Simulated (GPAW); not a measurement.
# Optical response of TaF3

Aim: the dielectric function of TaF3, and the optical constants that follow from it.

Program: GPAW 26.7.0. Level of theory: DFT, RPBE, plane-wave PAW (GPAW data sets), scalar-relativistic, RPA, optical limit. Results are calculated unless marked as measured.

Most raw output is cut from this account.

## Step 1: Starting point

The structure is cubic, space group Pm-3m (No. 221). Conventional cell: a = 3.901 Å, b = 3.901 Å, c = 3.901 Å, α = 90.00°, β = 90.00°, γ = 90.00°. Ta has 6 F at 1.95 Å nearest. Nearest to F lie 2 Ta at 1.95 Å. Farther neighbours and most contacts between anions are not listed.

## Step 2: Ground state

First the ground state: is it a metal or has it a gap?

This step: DFT, RPBE, plane-wave PAW (GPAW data sets), scalar-relativistic, ground state (GPAW 26.7.0).

File gs.py:

```python
from ase import Atoms
from ase.dft.bandgap import bandgap
from gpaw import GPAW, PW, FermiDirac

atoms = Atoms(['Ta', 'F', 'F', 'F'],
              cell=[[3.90120000, 0.00000000, 0.00000000],
                    [0.00000000, 3.90120000, 0.00000000],
                    [0.00000000, 0.00000000, 3.90120000]],
              scaled_positions=[[0.00000000, 0.00000000, 0.00000000],
                                [0.00000000, 0.00000000, 0.50000000],
                                [0.00000000, 0.50000000, 0.00000000],
                                [0.50000000, 0.00000000, 0.00000000]],
              pbc=[True, True, True])
atoms.calc = GPAW(mode=PW(450), xc='RPBE', kpts={'size': (6, 6, 6), 'gamma': True},
                  occupations=FermiDirac(0.05), maxiter=150, txt='gs.txt')
print('energy (eV)', atoms.get_potential_energy())
print('Fermi level (eV)', atoms.calc.get_fermi_level())
print('valence electrons', atoms.calc.get_number_of_electrons())
print('gap (eV)', bandgap(atoms.calc, output=None)[0])
print('direct gap (eV)', bandgap(atoms.calc, direct=True, output=None)[0])
atoms.calc.write('gs.gpw')
```

Launch:

```console
OMP_NUM_THREADS=1 python gs.py
```

Wall time 8.8 s (1 thread of Arm Neoverse V2, shared host); peak memory 0.15 GiB.

Numbers from this step:

* energy: -21.43 eV
* Fermi energy: 7.705 eV
* electrons: 34

There are states at the Fermi level within the smearing, so the occupations stay smeared and the carriers get a Drude term.

## Step 3: Bands for the response

At the fixed density, many empty bands are solved on the mesh of the response, since the spectrum sums over them.

This step: DFT, RPBE, plane-wave PAW (GPAW data sets), scalar-relativistic, bands at fixed density (GPAW 26.7.0).

File nscf.py:

```python
from ase.dft.bandgap import bandgap
from gpaw import GPAW, FermiDirac

calc = GPAW('gs.gpw').fixed_density(kpts={'size': (8, 8, 8), 'gamma': True}, nbands=53, convergence={'bands': 47},
                                    occupations=FermiDirac(0.05), txt='nscf.txt')
print('gap (eV)', bandgap(calc, output=None)[0])
print('direct gap (eV)', bandgap(calc, direct=True, output=None)[0])
print('top band over the Fermi level (eV)', min(calc.get_eigenvalues(kpt=k)[46] for k in range(len(calc.get_ibz_k_points()))) - calc.get_fermi_level())
calc.write('full.gpw', mode='all')
```

Launch:

```console
OMP_NUM_THREADS=1 python nscf.py
```

Elapsed: 37 s, on 1 thread; peak memory 0.19 GiB.

## Step 4: Dielectric function, RPA

Transitions between filled and empty bands, summed over the zone, give the optical response, so mesh, band count and broadening shape it.

The induced potential is part of this response.

This step: DFT, RPBE, plane-wave PAW (GPAW data sets), scalar-relativistic, RPA, optical limit (GPAW 26.7.0).

File df.py:

```python
from gpaw.response.df import DielectricFunction

df = DielectricFunction('full.gpw', frequencies={'type': 'nonlinear', 'domega0': 0.03, 'omega2': 8},
                        ecut=50,
                        eta=0.1,
                        nbands=47,
                        rate=0.2,
                        txt='df.txt')
for direction in ['x']:
    df.get_dielectric_function(xc='RPA', direction=direction, filename=f'df_{direction}.csv')
```

Launch:

```console
OMP_NUM_THREADS=1 python df.py
```

The job ended after 8 s (1 thread; peak memory 0.3 GiB).

Read-outs, printed or worked out from the files:

```
centre of weight of the strongest loss peak in the window : 1.826 eV
```

The Im ε, E ∥ x has structure finer than the step of the table below, so its rows give means over 0.5 eV, whole bins alone (the curve runs from 0.619 to 25.0 eV). Peaks (eV: height): 9.82: 2.81, 10.81: 1.55, 13.08: 2.49, 13.77: 2.89, 16.23: 1.32, 21.62: 0.969.

Sum at mesh points, not converged in k. Table of Im ε, E ∥ x by photon energy; means over each step:

| photon energy (eV) | Im ε, E ∥ x |
| --- | --- |
| 1.0 | 2.78 |
| 1.5 | 0.825 |
| 2.0 | 0.350 |
| 2.5 | 0.189 |
| 3.0 | 0.125 |
| 3.5 | 0.0856 |
| 4.0 | 0.0588 |
| 4.5 | 0.0462 |
| 5.0 | 0.0333 |
| 5.5 | 0.0275 |
| 6.0 | 0.0294 |
| 6.5 | 0.0644 |
| 7.0 | 0.115 |
| 7.5 | 0.0776 |
| 8.0 | 0.0897 |
| 8.5 | 0.278 |
| 9.0 | 0.436 |
| 9.5 | 1.64 |
| 10.0 | 2.25 |
| 10.5 | 1.12 |
| 11.0 | 1.18 |
| 11.5 | 1.18 |
| 12.0 | 1.53 |
| 12.5 | 2.12 |
| 13.0 | 2.43 |
| 13.5 | 2.32 |
| 14.0 | 2.35 |
| 14.5 | 1.29 |
| 15.0 | 0.781 |
| 15.5 | 0.783 |
| 16.0 | 1.06 |
| 16.5 | 0.920 |
| 17.0 | 0.687 |
| 17.5 | 0.597 |
| 18.0 | 0.817 |
| 18.5 | 0.846 |
| 19.0 | 0.727 |
| 19.5 | 0.821 |
| 20.0 | 0.838 |
| 20.5 | 0.863 |
| 21.0 | 0.830 |
| 21.5 | 0.947 |
| 22.0 | 0.736 |
| 22.5 | 0.460 |
| 23.0 | 0.402 |
| 23.5 | 0.389 |
| 24.0 | 0.379 |
| 24.5 | 0.347 |

Values under 1 per cm are given as 1; sum at mesh points, not converged in k. The absorption coefficient, E ∥ x by photon energy:

photon energy (eV), log10 absorption coefficient, E ∥ x (1/cm) and a bar from the least value:
```
        1        5.3 ###################
        2        4.7 ############
        3        4.2 #####
        4        4.0 ##
        5        3.8 
        6        3.8 
        7        4.4 ########
        8        4.3 #######
        9        5.0 ###############
       10        5.9 ###########################
       11        5.7 ########################
       12        5.8 #########################
       13        6.0 ############################
       14        6.2 ##############################
       15        5.8 ##########################
       16        5.9 ###########################
       17        5.8 ##########################
       18        5.8 ##########################
       19        5.8 #########################
       20        5.9 ###########################
       21        5.9 ###########################
       22        6.0 ############################
       23        5.7 #########################
       24        5.7 ########################
```

The loss function −Im 1/ε at q → 0, E ∥ x has structure finer than the step of the table below, so its rows give means over 0.5 eV, whole bins alone (the curve runs from 0.619 to 25.0 eV). Peaks (eV: height): 1.84: 2.15, 14.87: 1.05, 16.44: 0.809, 22.16: 1.07.

Sum at mesh points, not converged in k. Table of loss function −Im 1/ε at q → 0, E ∥ x by energy loss; means over each step:

| energy loss (eV) | loss function −Im 1/ε at q → 0, E ∥ x |
| --- | --- |
| 1.0 | 0.131 |
| 1.5 | 0.796 |
| 2.0 | 1.30 |
| 2.5 | 0.203 |
| 3.0 | 0.0722 |
| 3.5 | 0.0379 |
| 4.0 | 0.0213 |
| 4.5 | 0.0147 |
| 5.0 | 0.00944 |
| 5.5 | 0.00703 |
| 6.0 | 0.00676 |
| 6.5 | 0.0129 |
| 7.0 | 0.0228 |
| 7.5 | 0.0137 |
| 8.0 | 0.0130 |
| 8.5 | 0.0342 |
| 9.0 | 0.0378 |
| 9.5 | 0.100 |
| 10.0 | 0.275 |
| 10.5 | 0.230 |
| 11.0 | 0.229 |
| 11.5 | 0.161 |
| 12.0 | 0.190 |
| 12.5 | 0.219 |
| 13.0 | 0.280 |
| 13.5 | 0.331 |
| 14.0 | 0.421 |
| 14.5 | 0.806 |
| 15.0 | 0.848 |
| 15.5 | 0.621 |
| 16.0 | 0.457 |
| 16.5 | 0.748 |
| 17.0 | 0.640 |
| 17.5 | 0.448 |
| 18.0 | 0.445 |
| 18.5 | 0.520 |
| 19.0 | 0.501 |
| 19.5 | 0.497 |
| 20.0 | 0.498 |
| 20.5 | 0.601 |
| 21.0 | 0.555 |
| 21.5 | 0.660 |
| 22.0 | 0.959 |
| 22.5 | 0.847 |
| 23.0 | 0.602 |
| 23.5 | 0.491 |
| 24.0 | 0.450 |
| 24.5 | 0.339 |

The Im ε, E ∥ x has structure finer than the step of the table below, so its rows give means over 1 eV, whole bins alone (the curve runs from 0.619 to 25.0 eV). Peaks (eV: height): without local fields 9.8: 2.74, 10.8: 1.63, 11.9: 1.88, 13.1: 2.58, 13.8: 2.89, 16.1: 1.42, 20.3: 1.18; with local fields 9.8: 2.81, 10.8: 1.55, 13.1: 2.49, 13.8: 2.89, 16.2: 1.32, 21.6: 0.969.

Sum at mesh points, not converged in k. Table of Im ε, E ∥ x by photon energy; means over each step:

| photon energy (eV) | without local fields | with local fields |
| --- | --- | --- |
| 2 | 0.385 | 0.386 |
| 3 | 0.130 | 0.128 |
| 4 | 0.0680 | 0.0614 |
| 5 | 0.0364 | 0.0338 |
| 6 | 0.0347 | 0.0312 |
| 7 | 0.124 | 0.0974 |
| 8 | 0.160 | 0.128 |
| 9 | 0.680 | 0.598 |
| 10 | 1.90 | 1.92 |
| 11 | 1.27 | 1.12 |
| 12 | 1.80 | 1.63 |
| 13 | 2.39 | 2.32 |
| 14 | 2.20 | 2.15 |
| 15 | 0.990 | 0.860 |
| 16 | 1.09 | 0.975 |
| 17 | 0.852 | 0.683 |
| 18 | 0.930 | 0.771 |
| 19 | 0.960 | 0.783 |
| 20 | 1.06 | 0.858 |
| 21 | 1.000 | 0.847 |
| 22 | 0.813 | 0.729 |
| 23 | 0.540 | 0.404 |
| 24 | 0.503 | 0.373 |

The reflectivity at normal incidence, E ∥ x has structure finer than the step of the table below, so its rows give means over 0.5 eV, whole bins alone (the curve runs from 0.619 to 25.0 eV). Peaks (eV: height): 9.82: 14.8, 10.81: 7.98, 14.31: 22.1, 16.34: 8.76, 21.75: 7.10.

Sum at mesh points, not converged in k. Table of reflectivity at normal incidence, E ∥ x by photon energy; means over each step:

| photon energy (eV) | reflectivity at normal incidence, E ∥ x (%) |
| --- | --- |
| 1.0 | 63.6 |
| 1.5 | 43.4 |
| 2.0 | 8.39 |
| 2.5 | 0.339 |
| 3.0 | 0.559 |
| 3.5 | 1.09 |
| 4.0 | 1.62 |
| 4.5 | 2.05 |
| 5.0 | 2.46 |
| 5.5 | 2.86 |
| 6.0 | 3.30 |
| 6.5 | 3.86 |
| 7.0 | 4.01 |
| 7.5 | 4.57 |
| 8.0 | 5.52 |
| 8.5 | 6.61 |
| 9.0 | 8.61 |
| 9.5 | 12.4 |
| 10.0 | 11.9 |
| 10.5 | 5.84 |
| 11.0 | 6.02 |
| 11.5 | 7.19 |
| 12.0 | 8.58 |
| 12.5 | 11.3 |
| 13.0 | 13.1 |
| 13.5 | 13.1 |
| 14.0 | 18.6 |
| 14.5 | 17.2 |
| 15.0 | 6.38 |
| 15.5 | 4.01 |
| 16.0 | 5.23 |
| 16.5 | 6.47 |
| 17.0 | 3.40 |
| 17.5 | 2.05 |
| 18.0 | 3.28 |
| 18.5 | 3.74 |
| 19.0 | 2.93 |
| 19.5 | 3.46 |
| 20.0 | 3.59 |
| 20.5 | 4.41 |
| 21.0 | 3.83 |
| 21.5 | 5.65 |
| 22.0 | 6.61 |
| 22.5 | 3.58 |
| 23.0 | 1.93 |
| 23.5 | 1.38 |
| 24.0 | 1.19 |
| 24.5 | 0.794 |

From ε follow the optical constants at some laser and lamp lines:

| wavelength (nm) | n | k | R (%) | 1/α |
| --- | --- | --- | --- | --- |
| 1550 | 0.84 | 2.691 | 68.4 | 46 nm |
| 1064 | 0.51 | 1.649 | 59.2 | 51 nm |
| 800 | 0.40 | 0.877 | 41.6 | 73 nm |
| 633 | 0.63 | 0.282 | 8.0 | 179 nm |
| 450 | 1.08 | 0.065 | 0.3 | 551 nm |
| 365 | 1.22 | 0.037 | 1.0 | 779 nm |
| 193 | 1.48 | 0.014 | 3.8 | 1.1 µm |

A polished face would reflect 2 % of daylight and look red, dark (CIE x = 0.585, y = 0.359 under D65).

## Step 5: Results

```
centre of weight of the strongest loss peak in the window, first axis : 1.83 eV
```

At this level (RPBE, RPA) TaF3 is a metal. The mesh is too coarse to trust the carriers' weight, the reflectivity or the colour to better than tens of per cent. A polished face would reflect 2 % of daylight and look red, dark (CIE x = 0.585, y = 0.359 under D65). The carriers' damping of 0.2 eV is typed, not computed; it shapes the response at the lowest energies. The run has no spin polarisation; magnetic order or correlation, untested here, could change the spectrum. Spin-orbit coupling is left out although heavy atoms are present. In this version of GPAW the matrix elements of the optical limit are incomplete, which can lower ε − 1 by up to a tenth where first-row anions or d states rule, and shift it by more in d metals. GPAW's carrier term has the form −ωp²/(ω + i·rate)², which damps like twice the rate and fails at low energy, so the curves leave the lowest energies out. The sum runs over mesh points 0.20 Å⁻¹ apart with no interpolation, so peaks are partly noise of the mesh, and the Drude plasma energy, a sum over the Fermi surface, isn't converged.

[Machine, clock and banner lines and Python warnings are left out of the logs.]

[Logs are printed without paths, hosts, clocks, repeated set-up lines and the standing remarks that a program may print on its own settings, such as how far it seeks lower states.]

[Hosts, paths, dates, database ids (printed as entryN), source tags and the programs' standing remarks are cut or masked in the printed files.]
